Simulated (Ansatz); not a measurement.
**What TlBi (Pm-3m) distorts into**

Aim: this structure of TlBi (Pm-3m) is to be tested for unstable modes, and one is followed downhill.

Calculated with Ansatz 0.2.0; DFT PBEsol, scalar-relativistic, plane waves, PAW; PAW set soft_1.

### Step 1. Set-up

It takes space group Pm-3m (No. 221, cubic). Conventional cell: a = 3.888 Å, b = 3.888 Å, c = 3.888 Å, α = 90.00°, β = 90.00°, γ = 90.00°. Tl has 8 Bi at 3.37 Å nearest. Bi has 8 Tl at 3.37 Å nearest. Farther neighbours are not listed.

### Step 2. Phonons on a q mesh

The cell comes from relaxations at this level that are not shown. Stability and thermal properties need the whole zone. Linear response on a 4×4×4 q mesh gives force constants as far as a supercell of that size would.

input.yaml reads:

```yaml
crystal:
  lattice:
    - [3.8875782353, 0.0, 0.0]
    - [0.0, 3.8875782353, 0.0]
    - [0.0, 0.0, 3.8875782353]
  atoms:
    - { symbol: Tl, position: [0.0, 0.0, 0.0] }
    - { symbol: Bi, position: [0.5, 0.5, 0.5] }
kpoints:
  mp_grid: { grid: [12, 12, 12] }
hamiltonian:
  xc: pbesol
  pseudopotentials: { kind: paw, azcp: { folder: soft_1 }, xc_functional: pbe }
scf:
  occupations: { method: methfessel_paxton, width: 0.2 }
output:
  eigenvalues: true
phonons:
  method: dfpt
  qmesh: [4, 4, 4]
  temperatures: { t_max: 1000, t_step: 50 }
  qpath:
    path:
      - [[0.0, 0.0, 0.0], [0.0, 0.5, 0.0], [0.5, 0.5, 0.0], [0.0, 0.0, 0.0], [0.5, 0.5, 0.5], [0.0, 0.5, 0.0]]
      - [[0.5, 0.5, 0.5], [0.5, 0.5, 0.0]]
    npoints: 10
```

On the command line:

```bash
> ansatz run input.yaml --threads 4 --pin off --max-ram 10240MiB --backend cpu --events-out ev --progress --plain --runs-dir out
```

Numbers of over 12 decimals in the logs are rounded to 6 here.

Log:

```text
Engine: ansatz 0.2.0, aarch64-unknown-linux-gnu
Pseudopotentials: kind: paw
Pseudopotential: Tl, paw, valence charge 13, recommended cutoff 420 eV (normal), soft_1/Tl.paw.azcp
Pseudopotential: Bi, paw, valence charge 15, recommended cutoff 420 eV (normal), soft_1/Bi.paw.azcp
Functional definition: PBEsol
  exchange = pbesol_x
  correlation = pbesol_c
Crystal: 2 atoms, lattice volume = 58.754 Å³
Basis set: ecut = 420 eV, 1189 PW (Γ), exchange–correlation on 54×54×54 points (8 copies of the dense FFT grid, shifted against one another)
Bands: 18, of which v1, the nominal top of the filled ones, is band 14 counted from 1 (13 counted from 0)
Symmetry: 48 space group operations
k-points: 84 of 1728
Non-local potential: Tl, projectors of the file, l = 0: 2, l = 1: 2, l = 2: 2, l = 3: 1
Non-local potential: Bi, projectors of the file, l = 0: 2, l = 1: 2, l = 2: 2, l = 3: 1
PAW form: soft (Blöchl's): semilocal exchange-correlation on the pseudo side does not see the compensation charge
PAW frozen core: Tl, regenerated for the run's functional, and the local potential with it (the file was generated under x = pbe(κ = 0.804, μ = 0.219515), c = pbe(β = 0.066725))
PAW frozen core: Bi, regenerated for the run's functional, and the local potential with it (the file was generated under x = pbe(κ = 0.804, μ = 0.219515), c = pbe(β = 0.066725))
PAW one-centre angular grid: Tl, 590 points (default); XC on 64 Gauss nodes
PAW one-centre angular grid: Bi, 590 points (default); XC on 64 Gauss nodes
Initial density: superposition of atomic densities (chi_scale 0.1, normalization cell, long waves kept (reshape's long-wave potential 0.00 eV rms))
Initial wavefunctions: pseudopotential atomic-orbital guess
Functional: x = pbesol(κ = 0.804, μ = 0.123457), c = pbesol(β = 0.046)
SCF iter   1: F=—  HF=-23542.220583 eV  |F-HF|=—  |Δ(HF+E_count)|=         —  Δρ=1.85e-2  dr2=5.06e-1  ethr=3.10e-3  ⟨swp⟩=6.9  Hψ=17174  notcnv=0  defer=2
automatic band count: the SCF goes on with 22 bands, as 18 were too few: the levels above may hold too much charge
preconditioner: auto → Kerker (q_TF=auto, 2.411 Å⁻¹)  [metal: Δε(μ)=0.053 eV  Ē_g=20.212 eV  σ=0.200 eV  W_gap=0.22  n_scr=18 (ndim 8)  ℏωp=25.6 eV  f_vac=0.000  D(μ)=1.21/eV (n_scr^D=6)]
SCF iter   2: F=—  HF=-23542.087840 eV  |F-HF|=—  |Δ(HF+E_count)|=   1.33e-1  S|Δr|=    0.00e0  Δρ=1.10e-2  dr2=1.93e-1  ethr=1.81e-3  ⟨swp⟩=1.5  Hψ=2578  notcnv=0  defer=107
SCF iter   3: F=—  HF=-23542.011987 eV  |F-HF|=—  |Δ(HF+E_count)|=   7.59e-2  S|Δr|=    0.00e0  Δρ=1.60e-3  dr2=3.01e-3  ethr=6.89e-4  ⟨swp⟩=2.8  Hψ=2948  notcnv=0  defer=107
SCF iter   4: F=—  HF=-23542.011198 eV  |F-HF|=—  |Δ(HF+E_count)|=   7.89e-4  S|Δr|=    0.00e0  Δρ=2.01e-4  dr2=1.74e-5  ethr=1.08e-5  ⟨swp⟩=2.1  Hψ=2406  notcnv=0  defer=135
SCF iter   5: F=—  HF=-23542.011201 eV  |F-HF|=—  |Δ(HF+E_count)|=   2.57e-6  S|Δr|=    0.00e0  Δρ=8.09e-5  dr2=3.22e-6  ethr=6.21e-8  ⟨swp⟩=2.0  Hψ=2369  notcnv=0  defer=137
SCF iter   6: F=—  HF=-23542.011204 eV  |F-HF|=—  |Δ(HF+E_count)|=   3.63e-6  S|Δr|=    0.00e0  Δρ=2.11e-5  dr2=2.87e-7  ethr=1.15e-8  ⟨swp⟩=2.7  Hψ=2849  notcnv=0  defer=137
SCF iter   7: F=—  HF=-23542.011199 eV  |F-HF|=—  |Δ(HF+E_count)|=   5.15e-6  S|Δr|=    0.00e0  Δρ=2.79e-6  dr2=3.69e-9  ethr=1.02e-9  ⟨swp⟩=1.4  Hψ=1905  notcnv=0  defer=197
SCF iter   8: F=—  HF=-23542.011199 eV  |F-HF|=—  |Δ(HF+E_count)|=   2.51e-9  S|Δr|=    0.00e0  Δρ=6.91e-7  dr2=2.28e-10  ethr=1.32e-11  ⟨swp⟩=2.6  Hψ=2765  notcnv=0  defer=197
SCF iter   9: F=-23542.011199 eV  HF=-23542.011199 eV  |F-HF|=7.28e-12  |Δ(HF+E_count)|=  5.09e-11  S|Δr|=    0.00e0  Δρ=9.18e-8  dr2=3.97e-12  ethr=1.00e-12  ⟨swp⟩=9.8  Hψ=11654  notcnv=0
SCF 1 converged in 9 iterations: F = -23542.011199 eV  dr2 = 3.97e-12
  greatest PAW one-centre occupation: 0.988 electrons in one spin orbital (limit 2), on the Bi atom at site 1 (counted from 0), in its partial waves of l = 2
Initial density: read from a saved state, or passed on in memory by an earlier SCF of this step, an earlier step, the calling program or the single point that the run made first
iter 1 solved again at ethr=1.10e-7 eV; its pass at ethr=3.10e-3 eV (dr2=3.09e-5 eV) is discarded
SCF iter   1: F=—  HF=-23542.011201 eV  |F-HF|=—  |Δ(HF+E_count)|=         —  Δρ=4.92e-7  dr2=8.43e-11  ethr=1.10e-7  ⟨swp⟩=3.2  Hψ=11933  notcnv=0
eigensolver tolerance schedule: the retry pair's looser diagonalisation over-reported the residual by 366314.51 of it (diagonalisation noise at an unbounded share of the residual, at the tolerance the schedule requests for it); recorded, not acted on — ethr = c·dr2/N_el stays at c = 1.0e-1
preconditioner: auto → Kerker (q_TF=auto, 2.411 Å⁻¹)  [metal: Δε(μ)=0.033 eV  Ē_g=17.154 eV  σ=0.200 eV  W_gap=0.14  n_scr=18 (ndim 8)  ℏωp=25.6 eV  f_vac=0.000  D(μ)=1.26/eV (n_scr^D=6)]
SCF iter   2: F=—  HF=-23542.011199 eV  |F-HF|=—  |Δ(HF+E_count)|=   1.68e-6  S|Δr|=    0.00e0  Δρ=3.22e-7  dr2=3.67e-11  ethr=1.00e-12  ⟨swp⟩=3.2  Hψ=3550  notcnv=0
SCF iter   3: F=—  HF=-23542.011199 eV  |F-HF|=—  |Δ(HF+E_count)|=  1.46e-11  S|Δr|=    0.00e0  Δρ=2.09e-7  dr2=1.47e-11  ethr=1.00e-12  ⟨swp⟩=1.0  Hψ=1512  notcnv=0
SCF iter   4: F=-23542.011199 eV  HF=-23542.011199 eV  |F-HF|=1.82e-11  |Δ(HF+E_count)|=  3.64e-12  S|Δr|=    0.00e0  Δρ=7.15e-8  dr2=2.28e-12  ethr=1.00e-12  ⟨swp⟩=3.2  Hψ=3751  notcnv=0
SCF 2 converged in 4 iterations: F = -23542.011199 eV  dr2 = 2.28e-12
phonons: the bands overlap, so this run is a metal and interpolates without the dipole-dipole term. If the crystal is really an insulator or semiconductor, its LO-TO splitting is missing
NSCF: frozen V_eff on 84 k-points
NSCF: frozen V_eff on 196 k-points
DFPT response loops at q = (0, 0, 0) (fractional): preconditioner auto → Kerker (q_TF=auto, 2.411 Å⁻¹) (partly filled bands, converged f_vac=0.000); β = 1.00, the filter's whole step (`scf.mixing.beta` (0.50) is not read by the response loops under this deck's `scf.mixing.preconditioner`; to damp them name `kerker` or `kerker_dos`, under which they read `scf.mixing.beta`, and type it under 1.00, their step now; both keys bind the ground state too); Broyden in place of MSR1
NSCF: frozen V_eff on 1176 k-points
DFPT response loops at q = (0, 0, 0.25) (fractional): mixed as the last ones told, above
NSCF: frozen V_eff on 686 k-points
DFPT response loops at q = (0, 0, -0.5) (fractional): mixed as the last ones told, above
NSCF: frozen V_eff on 2016 k-points
DFPT response loops at q = (0, 0.25, 0.25) (fractional): mixed as the last ones told, above
NSCF: frozen V_eff on 1176 k-points
DFPT response loops at q = (0, 0.25, -0.5) (fractional): mixed as the last ones told, above
NSCF: frozen V_eff on 686 k-points
DFPT response loops at q = (0, -0.5, -0.5) (fractional): mixed as the last ones told, above
NSCF: frozen V_eff on 1872 k-points
DFPT response loops at q = (0.25, 0.25, 0.25) (fractional): mixed as the last ones told, above
NSCF: frozen V_eff on 2016 k-points
DFPT response loops at q = (0.25, 0.25, -0.5) (fractional): mixed as the last ones told, above
NSCF: frozen V_eff on 1176 k-points
DFPT response loops at q = (0.25, -0.5, -0.5) (fractional): mixed as the last ones told, above
NSCF: frozen V_eff on 392 k-points
DFPT response loops at q = (-0.5, -0.5, -0.5) (fractional): mixed as the last ones told, above
SCF converged after 9 iterations
Stability not checked: this state was not tested for a lower state beside it, because cold or Methfessel-Paxton smearing, or corrected tetrahedra, fill the levels in a way that the test cannot read (fill_not_monotonic; see scf.lower_state_search)
Free energy (F): -23542.011199 eV
Harris-Foulkes:  -23542.011199 eV  (|F-HF|=7.28e-12)
Internal energy: -23542.011549 eV  (E = F + TS)
E sigma→0 (E₀):  -23542.011287 eV
Entropy (-TS):   0.000350 eV (0.175 meV/atom)
Fermi energy:    11.236046 eV
--- Per-component energies (eV) ---
  E_band       = -68.453361
  E_kinetic    = 520.817324
  E_local      = -1990.693247  (includes V_loc(G=0)·N_el)
  E_nonlocal   = 727.187254
  E_hartree    = 732.476998
  E_xc         = -335.424427
  E_vxc        = -255.100371  (∫ρ·V_xc dr)
  E_paw        = -20546.929266  (= ΣΔE_a)
  E_vpaw       = -535.618507  (= ΣTr[D̂ρ^β])
  E_aug_tail   = 0.000171  (compensation charges beyond the density's cutoff)
  E_ewald      = -2649.574484
  E_core_change = 0.128127  (= ΣΔE_core)
  E_smearing   = 0.000350  (= −TS)
  E_closure    = -0.000000  (closes the sum)
  Σ components = -23542.011199   (vs F -23542.011199, Δ=0.00e0)
--- Band table (eV; the first three rows and the last of 84) ---
  k-point 0: bands = [... 10 lower, -0.0155, 6.7897, 10.7002, 10.7002, 10.7002, 16.1138, 16.1138, 19.5060, ... 4 higher]
  k-point 1: bands = [... 10 lower, -0.0156, 6.5657, 10.6982, 10.7876, 10.7876, 16.1549, 16.5162, 18.8688, ... 4 higher]
  k-point 2: bands = [... 10 lower, -0.0159, 5.9729, 10.7645, 11.0447, 11.0447, 16.2777, 17.2119, 17.9779, ... 4 higher]
  k-point 83: bands = [... 10 lower, 1.4758, 6.8676, 9.5703, 9.5703, 9.5703, 11.1171, 11.1171, 11.1171, ... 4 higher]
--- Phonons (Γ-DFPT): 2 representative perturbations + reference (Σ response iterations 5) ---
  ASR residual: 4.219e-5 → 0.000e0 eV/Å²; symmetrization residual: 6.212e-5 eV/Å²
  ASR residual per site (eV/Å²): 4.13e-6 4.22e-5
  Γ frequencies (cm⁻¹): 0.00 0.00 0.00 67.39 67.39 67.39
--- Phonons (arbitrary-q DFPT): 10 irreducible q on the 4×4×4 mesh ---
  q = [0.0000, 0.0000, 0.0000] (star 1, of the zone-centre solve; hermiticity 7.20e-5, symmetrization 2.05e-11): -0.00 -0.00 0.00 67.39 67.39 67.39
  q = [0.0000, 0.0000, 0.2500] (star 6, 4 solved perturbations in 1848 linear systems a pass and spin channel, the states on 588 of 1728 k-point pairs; hermiticity 6.53e-5, symmetrization 8.91e-13): 25.89 25.89 33.14 61.06 61.06 65.89
  q = [0.0000, 0.0000, -0.5000] (star 3, 4 solved perturbations in 1078 linear systems a pass and spin channel, the states on 343 of 1728 k-point pairs; hermiticity 1.38e-13, symmetrization 6.26e-12): 38.37 47.56 47.56 50.06 50.06 62.17
  q = [0.0000, 0.2500, 0.2500] (star 12, 4 solved perturbations in 3108 linear systems a pass and spin channel, the states on 1008 of 1728 k-point pairs; hermiticity 9.70e-5, symmetrization 2.47e-12): -19.41 25.10 31.09 55.04 60.71 69.43
  q = [0.0000, 0.2500, -0.5000] (star 12, 6 solved perturbations on 588 of 1728 k-point pairs; hermiticity 7.39e-5, symmetrization 2.29e-13): -11.51 12.08 45.56 49.79 68.39 75.65
  q = [0.0000, -0.5000, -0.5000] (star 3, 4 solved perturbations in 1078 linear systems a pass and spin channel, the states on 343 of 1728 k-point pairs; hermiticity 1.11e-4, symmetrization 5.38e-13): -17.64 -17.64 47.01 49.46 78.74 78.74
  q = [0.2500, 0.2500, 0.2500] (star 8, 2 solved perturbations on 936 of 1728 k-point pairs; hermiticity 3.61e-5, symmetrization 5.10e-12): -26.41 19.13 19.13 65.79 65.79 68.40
  q = [0.2500, 0.2500, -0.5000] (star 12, 4 solved perturbations in 3108 linear systems a pass and spin channel, the states on 1008 of 1728 k-point pairs; hermiticity 3.04e-5, symmetrization 5.62e-12): -15.70 16.35 37.84 56.38 68.42 72.03
  q = [0.2500, -0.5000, -0.5000] (star 6, 4 solved perturbations in 1848 linear systems a pass and spin channel, the states on 588 of 1728 k-point pairs; hermiticity 5.23e-5, symmetrization 4.42e-12): 21.66 24.98 24.98 54.43 74.79 74.79
  q = [-0.5000, -0.5000, -0.5000] (star 1, 2 solved perturbations on 196 of 1728 k-point pairs; hermiticity 2.03e-13, symmetrization 1.64e-11): 45.48 45.48 45.48 61.54 61.54 61.54
  sum rule: each row above includes the acoustic sum rule's correction from the zone centre's row sums; it moved no ω² by more than (0.23 cm⁻¹)²
  mesh force constants: q→R imaginary residual 4.12e-18; ASR residual 4.219e-5 → 0.000e0 eV/Å²; symmetrization residual 1.776e-15 eV/Å²
  interpolated dispersion: 62 rows × 6 modes
  density of states and harmonic sums: on the 16×16×16 q-mesh, interpolated from the force constants of a 4×4×4 supercell (no non-analytic term)
  largest difference from the sums on the solved wave vectors: F 9.04e-3 eV, S 1.26e-5 and C_V 1.87e-6 eV/K
  zero-point energy: 0.015635 eV/cell   skipped modes (ω ≤ 0): 129, of them read as no rigid motion or as one in doubt: 126 (8.491e-1 modes/cell left out, lowest -26.90 cm⁻¹)   left out of the sums: 1.42e-1 of the cell's modes: C_V's classical limit lies that fraction below 3 k_B per atom; for a crystal, a wire or a layer, F and S can be off by more, and a phonons.interpolated_qmesh denser along its periods is the remedy for the sampling
```

Elapsed: 7.3 min, on 4 threads of Arm Neoverse V1, shared host; peak memory 2.7 GiB.

Reading the cycles: dr2 is the Hartree energy of the density residual (eV), the measure of convergence; HF is the Harris–Foulkes estimate of the energy, which meets the free energy F at convergence.

This step gave:

```
volume per atom                                         : 29.38 Å³
gap on the k-mesh                                       : 0 eV
sum-rule residual before enforcement                    : 4.22e-5 eV/Å²
lowest frequency on the path                            : -26.77 cm⁻¹
point group                                             : m-3m
highest frequency on the path or at a solved wavevector : 78.74 cm⁻¹
highest optical mode at the zone centre (no LO-TO term) : 67.39 cm⁻¹
lowest optical zone-centre mode                         : 67.39 cm⁻¹
lowest mode on the q mesh (acoustic modes at Γ apart)   : -26.41 cm⁻¹
```

Frequencies (cm⁻¹) solved at each irreducible wavevector; negative means imaginary. Frequencies by wavevector, by row:

```csv
q in reciprocal lattice units,star,mode 1,mode 2,mode 3,mode 4,mode 5,mode 6
0 0 0,1,0,0,0,67.4,67.4,67.4
0 0 0.25,6,25.9,25.9,33.1,61.1,61.1,65.9
0 0 -0.5,3,38.4,47.6,47.6,50.1,50.1,62.2
0 0.25 0.25,12,-19.4,25.1,31.1,55,60.7,69.4
0 0.25 -0.5,12,-11.5,12.1,45.6,49.8,68.4,75.7
0 -0.5 -0.5,3,-17.6,-17.6,47,49.5,78.7,78.7
0.25 0.25 0.25,8,-26.4,19.1,19.1,65.8,65.8,68.4
0.25 0.25 -0.5,12,-15.7,16.4,37.8,56.4,68.4,72
0.25 -0.5 -0.5,6,21.7,25,25,54.4,74.8,74.8
-0.5 -0.5 -0.5,1,45.5,45.5,45.5,61.5,61.5,61.5
```

Interpolated from a 4×4×4 q mesh. Phonon branches along the path, in cm⁻¹:

```csv
point,branch 1,branch 2,branch 3,branch 4,branch 5,branch 6
Γ,0,0,0,67,67,67
halfway,26,26,33,61,61,66
X,38,48,48,50,50,62
halfway,-12,12,46,50,68,76
M,-18,-18,47,50,79,79
halfway,-19,25,31,55,61,69
Γ,0,0,0,67,67,67
halfway,-26,19,19,66,66,68
R,46,46,46,62,62,62
halfway,-16,16,38,56,68,72
X,38,48,48,50,50,62
jump to R,46,46,46,62,62,62
halfway,22,25,25,54,75,75
M,-18,-18,47,50,79,79
```

The phonon branches as a text plot (rows in cm⁻¹):

```
     77 |           ******                                   ****
     72 |         ***     ***            **        ****     *
     68 |****              **************  **    ***** *   *
     63 |  * ***** *           **  *   * ********     * ***
     59 |   ***   *          ***    *            ***   *   *
     55 |                  ****      **             *** *   **
     50 |      ************                            ***    ***
     46 |      ***********                    ***      ****     *
     41 |                 *                  *  **   ** *      *
     37 |    *****         ** *             **   ****    * *
     33 |   **    *          * *    ***    *           **  ** *
     28 |                                **      **
     24 |  **      *         ** *           *      *   *    **
     19 |         *            *        *             *
     15 | **                    ** *              * * *
     11 |**        *                   *             *        *
      6 |*                 **    * **
      2 |                        **  **
     -3 |                       *      *
     -7 |           *                                *
    -11 |                      *                   *           *
    -16 |           *******   *            *        *           *
    -20 |            **   ****
    -25 |                               ***
         Γ      X      M          Γ            R        X|R     M
```

Symmetry leaves 10 wavevectors to solve. The lowest mode among them, the acoustic zeros apart, lies at q = (0.25, 0.25, 0.25) and is imaginary, 26.4i cm⁻¹, so the energy falls along it.

### Step 3. The mode frozen in, largest atomic shift 0 Å

The mode followed lies at q = (0.25, 0.25, 0.25) with frequency 26.4i cm⁻¹, the softest among the wavevectors solved. At small amplitude the distorted cell has space group no. 166 by a symmetry search on the positions. The undistorted cell that holds it gives the zero of energy on the same k mesh.

System of this step: TlBi. It takes space group Pm-3m (No. 221, cubic). The conventional cell has a = 3.888 Å, b = 3.888 Å, c = 3.888 Å, α = 90.00°, β = 90.00°, γ = 90.00°. Nearest to Tl lie 8 Bi at 3.37 Å. Nearest to Bi lie 8 Tl at 3.37 Å. Farther neighbours are not listed.

input.yaml reads:

```yaml
crystal:
  lattice:
    - [-3.8875782353, 0.0, 3.8875782353]
    - [-3.8875782353, 3.8875782353, 0.0]
    - [-7.7751564706, -3.8875782353, -3.8875782353]
  atoms:
    - { symbol: Tl, position: [0.75, 0.75, 0.75] }
    - { symbol: Tl, position: [0.5, 0.5, 0.5] }
    - { symbol: Tl, position: [0.25, 0.25, 0.25] }
    - { symbol: Tl, position: [1.0, 0.0, 1.0] }
    - { symbol: Bi, position: [0.875, 0.875, 0.375] }
    - { symbol: Bi, position: [0.625, 0.625, 0.125] }
    - { symbol: Bi, position: [0.375, 0.375, 0.875] }
    - { symbol: Bi, position: [0.125, 0.125, 0.625] }
kpoints:
  mp_grid: { grid: [9, 9, 9] }
hamiltonian:
  xc: pbesol
  pseudopotentials: { kind: paw, azcp: { folder: soft_1 }, xc_functional: pbe }
scf:
  occupations: { method: methfessel_paxton, width: 0.2 }
output:
  forces: true
  stress: true
  eigenvalues: true
```

Log:

```text
[...]
Crystal: 8 atoms, lattice volume = 235.016 Å³
Basis set: ecut = 420 eV, 4609 PW (Γ), exchange–correlation on 80×80×128 points (8 copies of the dense FFT grid, shifted against one another)
Bands: 68, of which v1, the nominal top of the filled ones, is band 56 counted from 1 (55 counted from 0)
Symmetry: 48 space group operations
[...]
k-points: 85 of 729
[...]
k-point 0: bands = [... 52 lower, 9.5703, 9.5703, 9.5722, 10.6997, 10.6997, 10.7026, 11.1166, 11.1166, ... 8 higher]
  k-point 1: bands = [... 52 lower, 9.3988, 9.5252, 9.5252, 10.6582, 10.6582, 10.8387, 11.0016, 11.2080, ... 8 higher]
  k-point 2: bands = [... 52 lower, 9.4180, 9.5408, 9.5408, 10.3897, 10.5415, 10.5415, 11.2157, 11.4538, ... 8 higher]
  k-point 84: bands = [... 52 lower, 10.2500, 10.3067, 10.4964, 10.5825, 11.6149, 11.8590, 12.4400, 12.6673, ... 8 higher]
[key lines of the parts left out:]
SCF converged after 7 iterations
Free energy (F): -94168.090541 eV
Fermi energy:    11.218734 eV
P = ⅓ Tr σ = 0.0288 GPa (0.288 kbar)
```

Wall time 17 s (4 threads); peak memory 1.2 GiB.

Numbers from this step:

```yaml
pressure: 0.02885 GPa
energy_from_the_undistorted_cell: 0 meV/atom
```

The run ends at a pressure of 0.03 GPa.

[end of part 1 of 2]

[Logs are printed without paths, hosts, clocks, repeated set-up lines and the standing remarks that a program may print on its own settings, such as how far it seeks lower states.]

[Hosts, paths, dates, database ids (printed as entryN), source tags and the programs' standing remarks are cut or masked in the printed files.]
